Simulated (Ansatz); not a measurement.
In doubt: masses and optical values from hybrid runs of this build are listed as unsure, which bears on the screening that GW takes from such a start.

Rows from a G0W0 calculation on Sr2TiSnO6 (Fm-3m) (Ansatz 0.2.0; G0W0 on HSE06, plane waves, PAW; PAW set soft_1; 4×4×4 mesh, 297 empty bands, screening to 100 eV, PAW set soft_1 files), in eV. Spin-orbit coupling is left out.

| row | k | band | start | Σx | Σc at the solution | Vxc |
| --- | --- | --- | --- | --- | --- | --- |
| A | Γ | c1 | 12.946 | -12.799 | -6.089 | -19.785 |
| B | (0.000, 0.250, 0.250) | v2 | 7.609 | -25.493 | 4.397 | -21.282 |
| C | (0.000, 0.250, 0.250) | c2 | 13.255 | -13.527 | -6.144 | -20.607 |
| D | (0.000, 0.250, 0.250) | c1 | 12.946 | -12.716 | -6.211 | -19.823 |
| E | Γ | v1 | 8.231 | -26.190 | 4.440 | -22.002 |
| F | (0.000, 0.250, 0.250) | v1 | 8.194 | -26.113 | 4.435 | -21.923 |

**Question.** Give the quasiparticle energies and the shift of each level.

The quasiparticle equation reads E = start + Σx + Σc(E) − Vxc.

| row | E (eV) | shift (eV) |
| --- | --- | --- |
| A | 13.844 | +0.898 |
| B | 7.795 | +0.185 |
| C | 14.191 | +0.936 |
| D | 13.841 | +0.895 |
| E | 8.483 | +0.252 |
| F | 8.439 | +0.245 |

Limits: not at the basis limit; no spin-orbit coupling.

[Runs of the session that timed out or met a known fault of the program may be left out.]

[Cells called generated may have been cut or substituted from an entry of the Crystallography Open Database or the Materials Project.]

[Hosts, paths, dates, database ids (printed as entryN), source tags and the programs' standing remarks are cut or masked in the printed files.]
